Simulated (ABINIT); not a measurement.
# SrTiO3 (Tausonite): a self-consistent loop beyond G0W0, cycle by cycle, part 2 of 2

How far does self-consistency move the gap of SrTiO3 (Tausonite)?

ABINIT 10.8.3; PBE and many-body steps on it, plane waves. Known limits of the many-body steps: not at the basis limit; no spin-orbit coupling; coarse k mesh.

So far. Step 17 (evGW, cycle 3): Against the cycle before, the gap moves by +0.017 eV.

### Step 18. Screening, 4×4×4 mesh, 176 bands, screening to 163.3 eV

This step: RPA screening on PBE, plane waves, norm-conserving pseudopotentials.

run.abi

```
acell 3*1.0 Angstrom
rprim 
  3.905280000000 0.000000000000 0.000000000000
  0.000000000000 3.905280000000 0.000000000000
  0.000000000000 0.000000000000 3.905280000000
ntypat 3
znucl 38 22 8
natom 5
typat 1 2 3 3 3
xred 
  0.500000000000 0.500000000000 0.500000000000
  0.000000000000 0.000000000000 0.000000000000
  0.500000000000 0.000000000000 0.000000000000
  0.000000000000 0.500000000000 0.000000000000
  0.000000000000 0.000000000000 0.500000000000
pp_dirpath "pseudos"
pseudos "Sr.upf, Ti.upf, O.upf"
ecut 38
ngkpt 4 4 4
nshiftk 1
shiftk 0 0 0
kptopt 1
chksymbreak 0
istwfk *1
occopt 1
irdwfk 1
optdriver 3
nband 176
ecuteps 6
inclvkb 2
awtr 1
symchi 1
gwcalctyp 10
mbpt_sciss 2.940 eV
nqptdm 1
qptdm 
  0 0 0
indata_prefix "in"
outdata_prefix "out"
tmpdata_prefix "tmp"
```

Launch:

```bash
$ OMP_NUM_THREADS=1 mpirun -n 4 abinit run.abi > log
```

Run time: 28 s. Hardware: 4 MPI ranks of Arm Neoverse V2, shared host; peak memory 1.6 GiB.

This step gave:

```yaml
eps_infinity_with_local_fields_on_this_mesh_along_the_program_s_q_direction: 4.581
the_same_without_local_fields: 4.822
plasma_frequency: 30.43 eV
plane_waves_in_the_screening_matrix: 257
```

This screening uses the functional's bands under a rigid shift, the mean opening of the cycle before.

### Step 19. Screening, 4×4×4 mesh, 176 bands, screening to 163.3 eV

This step: RPA screening on PBE from quasiparticle energies, plane waves, norm-conserving pseudopotentials.

run.abi: that of step 18 with these lines changed.

```diff
@@ -32,7 +32,15 @@
 symchi 1
+irdqps 1
 gwcalctyp 10
-mbpt_sciss 2.940 eV
-nqptdm 1
+nqptdm 9
 qptdm 
-  0 0 0
+  0.2500000000 0.0000000000 0.0000000000
+  0.5000000000 0.0000000000 0.0000000000
+  0.2500000000 0.2500000000 0.0000000000
+  0.5000000000 0.2500000000 0.0000000000
+  0.5000000000 0.5000000000 0.0000000000
+  0.2500000000 0.2500000000 0.2500000000
+  0.5000000000 0.2500000000 0.2500000000
+  0.5000000000 0.5000000000 0.2500000000
+  0.5000000000 0.5000000000 0.5000000000
 indata_prefix "in"
```

mrgscr.stdin

```
2
merged
q0_SCR
out_SCR
1
```

Launch:

```bash
$ OMP_NUM_THREADS=1 mpirun -n 4 abinit run.abi > log; mrgscr < mrgscr.stdin
```

Elapsed: 92 s, on 4 MPI ranks; peak memory 1.5 GiB; 6.1 min of CPU time.

Numbers from this step:

```yaml
plasma_frequency: 30.43 eV
plane_waves_in_the_screening_matrix: 257
```

This screening reads the quasiparticle levels of the cycle before.

### Step 20. evGW, cycle 4

This step: evGW on PBE, plane waves, norm-conserving pseudopotentials.

run.abi: that of step 19 with these lines changed.

```diff
@@ -26,12 +26,10 @@
 irdwfk 1
-optdriver 3
+optdriver 4
 nband 176
-ecuteps 6
-inclvkb 2
-awtr 1
-symchi 1
-irdqps 1
 gwcalctyp 10
-nqptdm 9
-qptdm 
+ecutsigx 38
+symsigma 1
+nkptgw 10
+kptgw 
+  0.0000000000 0.0000000000 0.0000000000
   0.2500000000 0.0000000000 0.0000000000
@@ -45,2 +43,17 @@
   0.5000000000 0.5000000000 0.5000000000
+bdgw 
+  12 31
+  12 31
+  12 31
+  12 31
+  12 31
+  12 31
+  12 31
+  12 31
+  12 31
+  12 31
+ecuteps 6
+irdscr 1
+ppmodel 1
+irdqps 1
 indata_prefix "in"
```

Launch:

```bash
$ OMP_NUM_THREADS=1 mpirun -n 4 abinit run.abi > log
```

Wall time 9 min (4 MPI ranks); peak memory 2.2 GiB.

This step gave:

* quasiparticle gap on the mesh: 4.555 eV
* gap of the density functional on the mesh: 1.908 eV
* k of the valence top: 0.5, 0.5, 0.5
* k of the conduction bottom: 0, 0, 0
* least direct quasiparticle gap on the computed points: 4.896 eV

Against the cycle before, the gap moves by +0.001 eV.

### Step 21. Side by side

Times are wall times on 4 MPI ranks of Arm Neoverse V2, shared host, good to a factor of about two. A run's time includes the screening step that it read.

```csv
run,mesh,bands,screening cutoff (eV),DFT gap (eV),gap on the mesh (eV),direct (eV),ε∞ used,time
G0W0,4×4×4,176,163.3,1.908,3.471,3.837,6.40,2.1 min
"evGW0, cycle 1",4×4×4,176,163.3,1.908,3.911,4.279,6.40,11 min
"evGW0, cycle 2",4×4×4,176,163.3,1.908,3.837,4.198,6.40,11 min
"evGW0, cycle 3",4×4×4,176,163.3,1.908,3.823,4.186,6.40,11 min
"evGW0, cycle 4",4×4×4,176,163.3,1.908,3.828,4.191,6.40,11 min
"evGW, cycle 1",4×4×4,176,163.3,1.908,4.430,4.772,4.90,11 min
"evGW, cycle 2",4×4×4,176,163.3,1.908,4.537,4.878,4.63,11 min
"evGW, cycle 3",4×4×4,176,163.3,1.908,4.554,4.895,4.59,11 min
"evGW, cycle 4",4×4×4,176,163.3,1.908,4.555,4.896,4.58,11 min
```

### Step 22. Summary of results

| Item | Value |
| --- | --- |
| G0W0 | 3.471 eV |
| evGW0, cycle 1 | 3.911 eV |
| evGW0, cycle 2 | 3.837 eV |
| evGW0, cycle 3 | 3.823 eV |
| evGW0, cycle 4 | 3.828 eV |
| evGW, cycle 1 | 4.430 eV |
| evGW, cycle 2 | 4.537 eV |
| evGW, cycle 3 | 4.554 eV |
| evGW, cycle 4 | 4.555 eV |
| known limits | not at the basis limit; no spin-orbit coupling; coarse k mesh |

Only the bands that the input lists are updated; the others, empty or deep, keep the functional's energies or take a rigid shift. The evGW loop starts from the last levels of evGW0, so its cycles and time come on top of those. evGW0 ends at 3.83 eV, +0.36 eV from G0W0, after 4 cycles that took 36 min beside the first screening; the last moved the gap by 0.005 eV. evGW ends at 4.56 eV, +1.08 eV from G0W0, after 4 cycles that took 44 min beside the first screening; the last moved the gap by 0.001 eV. The first cycle of evGW0 takes the full correction, without the factor Z, so it overshoots the one-shot value. Against experiment, by evGW, cycle 4: the direct gap of 4.90 eV lies +1.13 eV from the measured 3.77 eV (direct, 300 K, 2013). An exciton line or allowed optical edge lies below the quasiparticle gap by the binding energy; a forbidden edge can push the onset above it. These are gaps on the mesh, at modest bands and cutoff. The calculation has static nuclei and no excitons; a measured gap holds zero-point and thermal motion, which mostly lowers it. Bands and cutoff are finite, so the gap is not at the basis limit. The miss can reach some tenths of an eV and take either sign; the mesh is an error of its own. The 4×4×4 mesh is coarse for this cell, which bears on the long-range parts of exchange and screening. This is the ideal cubic cell; many perovskites, halides above all, are cubic only on average, and local tilts or off-centring can widen the gap. In the updated screening the q = 0 part is built from Kohn-Sham bands under a rigid shift, the other q from the quasiparticle levels. The many-body steps are scalar-relativistic: spin-orbit coupling is not in them.

[Paths, hosts, dates, memory and timing lines, banners, echoed tables and standing remarks are left out of the program output.]

[Logs are printed without paths, hosts, clocks, repeated set-up lines and the standing remarks that a program may print on its own settings, such as how far it seeks lower states.]

[Runs of the session that timed out or met a known fault of the program may be left out.]

[Hosts, paths, dates, database ids (printed as entryN), source tags and the programs' standing remarks are cut or masked in the printed files.]

[G0W0 gaps are taken among the corrected bands and points alone; a level outside them can change the order at an edge.]

[Where Ansatz stands beside ABINIT at settings called matched, ABINIT's density can come from a denser mesh and the files from another edition; pairs whose starting gaps differed by over 0.03 eV were left out, so agreement reads better than it is.]
